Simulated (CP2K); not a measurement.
Consider trichlorosilane at its PBE geometry (Å).

```xyz
5

Cl   -0.9457    1.6804   -0.5572
Si    0.0036    0.0014    0.1101
Cl   -1.0147   -1.6544   -0.5118
Cl    1.9068   -0.0480   -0.6251
H     0.0500    0.0206    1.5839
```

Method: CP2K XAS_TDP, all-electron GAPW, PBEh(45%), aug-pc-2, TDA, GW2X-corrected core level, ZORA, spin–orbit coupling.

Q: Where do the Si L₂,₃-edge lines lie, and how strong are they?

Leading lines: Si2 104.22 eV. The leading line of an atom is its first one with 35 % of the strongest within 2.5 eV of its lowest line over the strength cut. Core ionisation energies at this level: Si2 108.81/108.81/109.39 eV; the 2p½ level lies 0.58 eV above the 2p3/2 pair.

The first six lines of each atom with a strength over 0.0003:

```
                      atom  energy (eV)  states  strength, one atom  above the computed threshold
Si2 (bonded to 3 Cl and H)       104.18       2              0.0091                              
                                 104.22       1              0.0099                              
                                 104.59       1              0.0006                              
                                 104.63       2              0.0013                              
                                 104.69       2              0.0013                              
                                 104.80       3              0.0245
```

Lines are vertical, at one geometry, with no vibrational structure. GW2X ionisation energies and lines can be off by 1 to 2 eV either way, and a good line position may hide errors that cancel. Rydberg lines, and the discretised continuum above threshold, depend on the basis and the box.

[Banner, clock and machine lines of the logs are left out without a mark of their own.]

[Logs are printed without paths, hosts, clocks, repeated set-up lines and the standing remarks that a program may print on its own settings, such as how far it seeks lower states.]

[Hosts, paths, dates, database ids (printed as entryN), source tags and the programs' standing remarks are cut or masked in the printed files.]
